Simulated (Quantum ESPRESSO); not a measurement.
**KVF3 with and without spin polarisation**

Aim: the moments that KVF3 holds when they start parallel.

Program: Quantum ESPRESSO 7.5. Level of theory: PBEsol with U = 3.2 eV on V d (ortho-atomic projectors); plane waves with GBRV 1.5 PBEsol potentials, no spin-orbit coupling. Results are calculated unless marked as measured.

**1. Set-up**

Symmetry: Pm-3m, No. 221, cubic system. Conventional cell: a = 4.131 Å, b = 4.131 Å, c = 4.131 Å, α = 90.00°, β = 90.00°, γ = 90.00°. Nearest to K lie 12 F at 2.92 Å. Nearest to V lie 6 F at 2.07 Å. Nearest to F lie 2 V at 2.07 Å and 4 K at 2.92 Å. Farther neighbours and most contacts between anions are not listed.

The cell comes from the Crystallography Open Database.

**2. Run 1, typed as ferro +**

The signs are those of the starting moments on the seeded atoms, the atoms that are given a moment.

pw.in

```
&CONTROL
  calculation = 'scf'
  prefix = 'pwscf'
  outdir = './tmp'
  pseudo_dir = './pseudo'
  disk_io = 'nowf'
/
&SYSTEM
  ibrav = 0
  nat = 5
  ntyp = 3
  ecutwfc = 40
  ecutrho = 280
  nbnd = 32
  occupations = 'smearing'
  smearing = 'fd'
  degauss = 0.00734986
  nspin = 2
  starting_magnetization(1) = 0
  starting_magnetization(2) = 0.1538
  starting_magnetization(3) = 0
/
&ELECTRONS
  conv_thr = 1d-08
  electron_maxstep = 150
  mixing_beta = 0.3
/
ATOMIC_SPECIES
K      39.0983 k_pbesol_v1.4.uspp.F.UPF
V      50.9415 v_pbesol_v1.4.uspp.F.UPF
F      18.9984 f_pbesol_v1.4.uspp.F.UPF
CELL_PARAMETERS angstrom
   4.1310000000    0.0000000000    0.0000000000
   0.0000000000    4.1310000000    0.0000000000
   0.0000000000    0.0000000000    4.1310000000
ATOMIC_POSITIONS crystal
K       0.0000000000    0.0000000000    0.0000000000
V       0.5000000000    0.5000000000    0.5000000000
F       0.5000000000    0.5000000000    0.0000000000
F       0.0000000000    0.5000000000    0.5000000000
F       0.5000000000    0.0000000000    0.5000000000
K_POINTS automatic
6 6 6 0 0 0
HUBBARD {ortho-atomic}
U V-3d 3.2000
```

On the command line:

```sh
> OMP_NUM_THREADS=1 mpirun -n 2 pw.x -nk 2 -in pw.in > pw.out
```

The log of the run:

```text
Program PWSCF v.7.5 starts

     Message from routine setup:
     using ibrav=0 with symmetry is DISCOURAGED, use correct ibrav instead

     K-points division:     npool     =       2
     Subspace diagonalization in iterative solution of the eigenvalue problem:

     G-vector sticks info
     --------------------
     sticks:   dense  smooth     PW     G-vecs:    dense   smooth      PW
     Sum        1353     777    241                37561    16279    2801

     Using Slab Decomposition

     bravais-lattice index     =            0
     lattice parameter (alat)  =       7.8065  a.u.
     unit-cell volume          =     475.7318 (a.u.)^3
     number of atoms/cell      =            5
     number of atomic types    =            3
     number of electrons       =        43.00
     number of Kohn-Sham states=           32
     kinetic-energy cutoff     =      40.0000  Ry
     charge density cutoff     =     280.0000  Ry
     scf convergence threshold =      1.0E-08
     mixing beta               =       0.3000
     number of iterations used =            8  plain     mixing
     Exchange-correlation= SLA  PW   PSX  PSC
                           (   1   4  10   8   0   0   0)
     Hubbard projectors: ortho-atomic
     Hubbard parameters of DFT+U (Dudarev formulation) in eV:
     U(V-3d) =  3.2000

     Internal variables: lda_plus_u =T, lda_plus_u_kind = 0

     Internal variables: orbital_resolved =F, hub_pot_fix =F, apply_U = F

     celldm(1)=   7.806459  celldm(2)=   0.000000  celldm(3)=   0.000000
     celldm(4)=   0.000000  celldm(5)=   0.000000  celldm(6)=   0.000000

     crystal axes: (cart. coord. in units of alat)
               a(1) = (   1.000000   0.000000   0.000000 )
               a(2) = (   0.000000   1.000000   0.000000 )
               a(3) = (   0.000000   0.000000   1.000000 )

     reciprocal axes: (cart. coord. in units 2 pi/alat)
               b(1) = (  1.000000  0.000000  0.000000 )
               b(2) = (  0.000000  1.000000  0.000000 )
               b(3) = (  0.000000  0.000000  1.000000 )

     PseudoPot. # 1 for K  read from file:
     k_pbesol_v1.4.uspp.F.UPF
     Pseudo is Ultrasoft + core correction, Zval =  9.0
     Generated by new atomic code, or converted to UPF format
     Using radial grid of  841 points,  6 beta functions with:
                l(1) =   0
                l(2) =   0
                l(3) =   1
                l(4) =   1
                l(5) =   2
                l(6) =   2
     Q(r) pseudized with  6 coefficients,  rinner =    1.500   1.500   1.500
                                                       1.500   1.500

     PseudoPot. # 2 for V  read from file:
     v_pbesol_v1.4.uspp.F.UPF
     Pseudo is Ultrasoft + core correction, Zval = 13.0
     Generated by new atomic code, or converted to UPF format
     Using radial grid of  853 points,  6 beta functions with:
                l(1) =   0
                l(2) =   0
                l(3) =   1
                l(4) =   1
                l(5) =   2
                l(6) =   2
     Q(r) pseudized with  8 coefficients,  rinner =    1.100   1.100   1.100
                                                       1.100   1.100

     PseudoPot. # 3 for F  read from file:
     f_pbesol_v1.4.uspp.F.UPF
     Pseudo is Ultrasoft, Zval =  7.0
     Generated by new atomic code, or converted to UPF format
     Using radial grid of  799 points,  4 beta functions with:
                l(1) =   0
                l(2) =   0
                l(3) =   1
                l(4) =   1
     Q(r) pseudized with  8 coefficients,  rinner =    0.950   0.950   0.950

     atomic species   valence    mass     pseudopotential
     K                 9.00    39.09830     K ( 1.00)
     V                13.00    50.94150     V ( 1.00)
     F                 7.00    18.99840     F ( 1.00)

     Starting magnetic structure
     atomic species   magnetization
     K               0.000
     V               0.154
     F               0.000

     48 Sym. Ops., with inversion, found

   Cartesian axes

     site n.     atom                  positions (alat units)
         1        K      tau(   1) = (   0.0000000   0.0000000   0.0000000  )
         2        V      tau(   2) = (   0.5000000   0.5000000   0.5000000  )
         3        F      tau(   3) = (   0.5000000   0.5000000   0.0000000  )
         4        F      tau(   4) = (   0.0000000   0.5000000   0.5000000  )
         5        F      tau(   5) = (   0.5000000   0.0000000   0.5000000  )

     number of k points=    20  Fermi-Dirac smearing, width (Ry)=  0.0073
                       cart. coord. in units 2pi/alat
        k(    1) = (   0.0000000   0.0000000   0.0000000), wk =   0.0046296
        k(    2) = (   0.0000000   0.0000000   0.1666667), wk =   0.0277778
        k(    3) = (   0.0000000   0.0000000   0.3333333), wk =   0.0277778
        k(    4) = (   0.0000000   0.0000000  -0.5000000), wk =   0.0138889
        k(    5) = (   0.0000000   0.1666667   0.1666667), wk =   0.0555556
        [... 15 further k-points ...]

     Dense  grid:    37561 G-vectors     FFT dimensions: (  45,  45,  45)

     Smooth grid:    16279 G-vectors     FFT dimensions: (  32,  32,  32)

     Check: negative core charge=   -0.000001
     Generating pointlists ...
     new r_m :   0.2917 (alat units)  2.2770 (a.u.) for type    1
     new r_m :   0.2063 (alat units)  1.6101 (a.u.) for type    2
     new r_m :   0.2063 (alat units)  1.6101 (a.u.) for type    3

     Initial potential from superposition of free atoms

     starting charge      42.4952, renormalised to      43.0000

     STARTING HUBBARD OCCUPATIONS:

     =================== HUBBARD OCCUPATIONS ===================
     ------------------------ ATOM    2 ------------------------
     Tr[ns(  2)] (up, down, total) =   3.00000  0.00000  3.00000
     Atomic magnetic moment for atom   2 =   3.00000
     [... lines left out ...]
     Number of occupied Hubbard levels =    3.0000

     Atomic wfc used for Hubbard projectors are orthogonalized

     Starting wfcs are   30 randomized atomic wfcs +    2 random wfcs

     Self-consistent Calculation

     iteration #  1     ecut=    40.00 Ry     beta= 0.30
     Davidson diagonalization with overlap
     ethr =  1.00E-02,  avg # of iterations =  7.5

     =================== HUBBARD OCCUPATIONS ===================
     ------------------------ ATOM    2 ------------------------
     Tr[ns(  2)] (up, down, total) =   3.21559  0.25164  3.46724
     Atomic magnetic moment for atom   2 =   2.96395
     [... lines left out ...]
     Number of occupied Hubbard levels =    3.4672

     Threshold (ethr) on eigenvalues was too large:
     Diagonalizing with lowered threshold

     Davidson diagonalization with overlap
     ethr =  6.23E-04,  avg # of iterations =  1.8

     total energy              =    -347.78870582 Ry
     estimated scf accuracy    <       0.26683249 Ry

     total magnetization       =     3.00 Bohr mag/cell
     absolute magnetization    =     3.06 Bohr mag/cell

     iteration #  2     ecut=    40.00 Ry     beta= 0.30
     Davidson diagonalization with overlap
     ethr =  6.21E-04,  avg # of iterations =  2.6

     negative rho (up, down):  0.000E+00 8.942E-04

     total energy              =    -347.84085371 Ry
     estimated scf accuracy    <       0.04970281 Ry

     total magnetization       =     3.00 Bohr mag/cell
     absolute magnetization    =     3.04 Bohr mag/cell

     iteration #  3     ecut=    40.00 Ry     beta= 0.30
     Davidson diagonalization with overlap
     ethr =  1.16E-04,  avg # of iterations =  5.1

     negative rho (up, down):  0.000E+00 3.153E-03

     total energy              =    -347.85198262 Ry
     estimated scf accuracy    <       0.01750907 Ry

     total magnetization       =     3.00 Bohr mag/cell
     absolute magnetization    =     3.04 Bohr mag/cell

     [... further iterations left out ...]

     iteration #  8     ecut=    40.00 Ry     beta= 0.30
     Davidson diagonalization with overlap
     ethr =  8.03E-09,  avg # of iterations =  2.4

     negative rho (up, down):  0.000E+00 3.641E-03

     total energy              =    -347.85377285 Ry
     estimated scf accuracy    <       0.00000082 Ry

     total magnetization       =     3.00 Bohr mag/cell
     absolute magnetization    =     3.06 Bohr mag/cell

     iteration #  9     ecut=    40.00 Ry     beta= 0.30
     Davidson diagonalization with overlap
     ethr =  1.90E-09,  avg # of iterations =  2.1

     negative rho (up, down):  0.000E+00 3.641E-03

     total energy              =    -347.85377313 Ry
     estimated scf accuracy    <       0.00000002 Ry

     total magnetization       =     3.00 Bohr mag/cell
     absolute magnetization    =     3.06 Bohr mag/cell

     iteration # 10     ecut=    40.00 Ry     beta= 0.30
     Davidson diagonalization with overlap
     ethr =  5.09E-11,  avg # of iterations =  4.4

     negative rho (up, down):  0.000E+00 3.640E-03

     total energy              =    -347.85377320 Ry
     estimated scf accuracy    <       0.00000004 Ry

     total magnetization       =     3.00 Bohr mag/cell
     absolute magnetization    =     3.06 Bohr mag/cell

     iteration # 11     ecut=    40.00 Ry     beta= 0.30
     Davidson diagonalization with overlap
     ethr =  5.09E-11,  avg # of iterations =  2.0

     negative rho (up, down):  0.000E+00 3.640E-03

     Magnetic moment per site  (integrated on atomic sphere of radius R)
     atom   1 (R=0.292)  charge=  7.6852  magn=  0.0036
     atom   2 (R=0.206)  charge= 10.1278  magn=  2.2292
     atom   3 (R=0.206)  charge=  6.6427  magn=  0.0207
     atom   4 (R=0.206)  charge=  6.6427  magn=  0.0207
     atom   5 (R=0.206)  charge=  6.6427  magn=  0.0207

     End of self-consistent calculation

     =================== HUBBARD OCCUPATIONS ===================
     ------------------------ ATOM    2 ------------------------
     Tr[ns(  2)] (up, down, total) =   3.22428  0.30556  3.52985
     Atomic magnetic moment for atom   2 =   2.91872
     [... lines left out ...]
     Number of occupied Hubbard levels =    3.5298

     [... lines left out ...]
     the Fermi energy is     8.7961 ev

!    total energy              =    -347.85377327 Ry
     estimated scf accuracy    <          1.3E-10 Ry
     smearing contrib. (-TS)   =      -0.00000014 Ry
     internal energy E=F+TS    =    -347.85377313 Ry

     The total energy is F=E-TS. E is the sum of the following terms:
     one-electron contribution =    -173.25930611 Ry
     hartree contribution      =     106.93156131 Ry
     xc contribution           =     -56.40018944 Ry
     ewald contribution        =    -225.18451829 Ry
     Hubbard energy            =       0.05867940 Ry

     total magnetization       =     3.00 Bohr mag/cell
     absolute magnetization    =     3.06 Bohr mag/cell

     convergence has been achieved in  11 iterations

=------------------------------------------------------------------------------=
   JOB DONE.
=------------------------------------------------------------------------------=
```

It took 21 s on 2 MPI ranks of Arm Neoverse V2, shared host; peak memory 0.24 GiB.

Spin moment in the atom's sphere by atom:

```csv
atom,spin moment in the atom's sphere (μB)
K1,0.00
V2,2.23
F3,0.02
F4,0.02
F5,0.02
```

Numbers from this step:

| Quantity | Value |
| --- | --- |
| smearing term TS | 1.89e-6 eV |
| magnetization | 3 μB |
| absolute magnetization | 3.055 μB |
| final state | ferromagnetic |

Spin density in the ac plane at fractional y = 0.500, with atoms of V and F within 0.2 Å of it.

Ten even steps from '_' (-0.1 e/Å³) to '@' (2.3 e/Å³), each cell a mean:
```
____________________________
____________________________
____________________________
____________________________
__________..____..__________
__________--++--==..________
__________::@@@@--__________
__________--@@@@++__________
__________::--::--..________
____________________________
____________________________
____________________________
____________________________
____________________________
```
Columns run along a (4.1 Å), rows up along c (4.1 Å). Atoms in or near the plane, at fractional coordinates: V at (0.50, 0.50), F at (0.50, 0.00), F at (0.00, 0.50).

Valence density in the ac plane at fractional y = 0.500, with atoms of V and F within 0.2 Å of it. It is the smooth field of the valence electrons, not physical close to the nuclei.

Values in e/Å³, 14 rows by 14 columns, each cell a mean:
```
 0  0  0  0  1  3  9 10  5  1  0  0  0  0
 0  0  0  0  0  1  3  4  2  1  0  0  0  0
 0  0  0  0  0  0  1  1  1  0  0  0  0  0
 0  0  0  0  0  0  0  0  0  0  0  0  0  0
 1  1  0  0  0  1  2  2  1  0  0  0  1  1
 6  3  1  0  1  3  8  8  5  1  0  1  2  5
12  6  1  0  1  6  9  7  8  2  0  1  4 10
11  5  1  0  1  5 10  9  8  2  0  1  3  9
 4  2  1  0  1  2  5  6  3  1  0  0  1  3
 1  0  0  0  0  1  1  1  1  0  0  0  0  1
 0  0  0  0  0  0  0  0  0  0  0  0  0  0
 0  0  0  0  0  1  1  1  1  0  0  0  0  0
 0  0  0  0  0  2  5  6  3  1  0  0  0  0
 0  0  0  0  1  4 11 12  6  1  0  0  0  0
```
Columns run along a (4.1 Å), rows up along c (4.1 Å). Atoms in or near the plane, at fractional coordinates: V at (0.50, 0.50), F at (0.50, 0.00), F at (0.00, 0.50).

**3. Start 2: no spin polarisation**

pw.in, as its differences from that of step 2:

```diff
@@ -13,3 +13,3 @@
   ecutrho = 280
-  nbnd = 32
+  nbnd = 31
   occupations = 'smearing'
@@ -17,6 +17,2 @@
   degauss = 0.00734986
-  nspin = 2
-  starting_magnetization(1) = 0
-  starting_magnetization(2) = 0.1538
-  starting_magnetization(3) = 0
 /
```

The log of the run:

```text
[banner, memory and clock lines left out]
Program PWSCF v.7.5 starts

     Message from routine setup:
     using ibrav=0 with symmetry is DISCOURAGED, use correct ibrav instead

     bravais-lattice index     =            0
     lattice parameter (alat)  =       7.8065  a.u.
     unit-cell volume          =     475.7318 (a.u.)^3
     number of atoms/cell      =            5
     number of atomic types    =            3
     number of electrons       =        43.00
     number of Kohn-Sham states=           31
     kinetic-energy cutoff     =      40.0000  Ry
     charge density cutoff     =     280.0000  Ry
     scf convergence threshold =      1.0E-08
     mixing beta               =       0.3000
     number of iterations used =            8  plain     mixing
     Exchange-correlation= SLA  PW   PSX  PSC
                           (   1   4  10   8   0   0   0)
     Hubbard projectors: ortho-atomic
     Hubbard parameters of DFT+U (Dudarev formulation) in eV:
     U(V-3d) =  3.2000

     Internal variables: lda_plus_u =T, lda_plus_u_kind = 0

     Internal variables: orbital_resolved =F, hub_pot_fix =F, apply_U = F

     celldm(1)=   7.806459  celldm(2)=   0.000000  celldm(3)=   0.000000
     celldm(4)=   0.000000  celldm(5)=   0.000000  celldm(6)=   0.000000

     crystal axes: (cart. coord. in units of alat)
               a(1) = (   1.000000   0.000000   0.000000 )
               a(2) = (   0.000000   1.000000   0.000000 )
               a(3) = (   0.000000   0.000000   1.000000 )

     reciprocal axes: (cart. coord. in units 2 pi/alat)
               b(1) = (  1.000000  0.000000  0.000000 )
               b(2) = (  0.000000  1.000000  0.000000 )
               b(3) = (  0.000000  0.000000  1.000000 )

     PseudoPot. # 1 for K  read from file:
     k_pbesol_v1.4.uspp.F.UPF
     Pseudo is Ultrasoft + core correction, Zval =  9.0

     PseudoPot. # 2 for V  read from file:
     v_pbesol_v1.4.uspp.F.UPF
     Pseudo is Ultrasoft + core correction, Zval = 13.0

     PseudoPot. # 3 for F  read from file:
     f_pbesol_v1.4.uspp.F.UPF
     Pseudo is Ultrasoft, Zval =  7.0

     atomic species   valence    mass     pseudopotential
     K                 9.00    39.09830     K ( 1.00)
     V                13.00    50.94150     V ( 1.00)
     F                 7.00    18.99840     F ( 1.00)

     48 Sym. Ops., with inversion, found

   Cartesian axes

     site n.     atom                  positions (alat units)
         1        K      tau(   1) = (   0.0000000   0.0000000   0.0000000  )
         2        V      tau(   2) = (   0.5000000   0.5000000   0.5000000  )
         3        F      tau(   3) = (   0.5000000   0.5000000   0.0000000  )
         4        F      tau(   4) = (   0.0000000   0.5000000   0.5000000  )
         5        F      tau(   5) = (   0.5000000   0.0000000   0.5000000  )

     number of k points=    20  Fermi-Dirac smearing, width (Ry)=  0.0073
                       cart. coord. in units 2pi/alat
        k(    1) = (   0.0000000   0.0000000   0.0000000), wk =   0.0092593
        k(    2) = (   0.0000000   0.0000000   0.1666667), wk =   0.0555556
        k(    3) = (   0.0000000   0.0000000   0.3333333), wk =   0.0555556
        k(    4) = (   0.0000000   0.0000000  -0.5000000), wk =   0.0277778
        k(    5) = (   0.0000000   0.1666667   0.1666667), wk =   0.1111111
        [... 15 further k-points ...]

     Dense  grid:    37561 G-vectors     FFT dimensions: (  45,  45,  45)

     Smooth grid:    16279 G-vectors     FFT dimensions: (  32,  32,  32)

     Check: negative core charge=   -0.000001

     Initial potential from superposition of free atoms

     starting charge      42.4952, renormalised to      43.0000

     STARTING HUBBARD OCCUPATIONS:

     =================== HUBBARD OCCUPATIONS ===================
     ------------------------ ATOM    2 ------------------------
     Tr[ns(  2)] =   3.00000
     [... lines left out ...]
     Number of occupied Hubbard levels =    3.0000

     Atomic wfc used for Hubbard projectors are orthogonalized

     Starting wfcs are   30 randomized atomic wfcs +    1 random wfcs

     Self-consistent Calculation

     iteration #  1     ecut=    40.00 Ry     beta= 0.30
     Davidson diagonalization with overlap
     ethr =  1.00E-02,  avg # of iterations =  7.5

     =================== HUBBARD OCCUPATIONS ===================
     ------------------------ ATOM    2 ------------------------
     Tr[ns(  2)] =   3.42650
     [... lines left out ...]
     Number of occupied Hubbard levels =    3.4265

     Threshold (ethr) on eigenvalues was too large:
     Diagonalizing with lowered threshold

     Davidson diagonalization with overlap
     ethr =  6.15E-04,  avg # of iterations =  2.2

     total energy              =    -347.56105345 Ry
     estimated scf accuracy    <       0.26043466 Ry

     iteration #  2     ecut=    40.00 Ry     beta= 0.30
     Davidson diagonalization with overlap
     ethr =  6.06E-04,  avg # of iterations =  1.9

     total energy              =    -347.60145161 Ry
     estimated scf accuracy    <       0.03318793 Ry

     [... further iterations left out ...]

     iteration # 10     ecut=    40.00 Ry     beta= 0.30
     Davidson diagonalization with overlap
     ethr =  2.64E-10,  avg # of iterations =  4.5

     total energy              =    -347.60157931 Ry
     estimated scf accuracy    <       0.00000004 Ry

     iteration # 11     ecut=    40.00 Ry     beta= 0.30
     Davidson diagonalization with overlap
     ethr =  8.50E-11,  avg # of iterations =  2.0

     End of self-consistent calculation

     =================== HUBBARD OCCUPATIONS ===================
     ------------------------ ATOM    2 ------------------------
     Tr[ns(  2)] =   3.64598
     [... lines left out ...]
     Number of occupied Hubbard levels =    3.6460
     [... lines left out ...]
     the Fermi energy is     9.2790 ev

!    total energy              =    -347.60157935 Ry
     estimated scf accuracy    <          1.6E-09 Ry
     smearing contrib. (-TS)   =      -0.01624118 Ry
     internal energy E=F+TS    =    -347.58533817 Ry

     The total energy is F=E-TS. E is the sum of the following terms:
     one-electron contribution =    -172.89388494 Ry
     hartree contribution      =     106.39859590 Ry
     xc contribution           =     -56.12630280 Ry
     ewald contribution        =    -225.18451829 Ry
     Hubbard energy            =       0.22077196 Ry

     convergence has been achieved in  11 iterations
```

It took 12 s on 2 MPI ranks; peak memory 0.19 GiB; 23 s of CPU time.

This step gave:

```
smearing term TS : 0.2210 eV
final state      : non-magnetic (no spin polarisation)
```

[end of part 1 of 2]

[Logs and program files are shortened in this print: banners, set-up blocks, solver, clock and traceback lines can be left out without a mark of their own.]

[Logs are printed without paths, hosts, clocks, repeated set-up lines and the standing remarks that a program may print on its own settings, such as how far it seeks lower states.]

[Hosts, paths, dates, database ids (printed as entryN), source tags and the programs' standing remarks are cut or masked in the printed files.]

[Where a cell is said to come from a database of computed structures, the database is the Materials Project.]
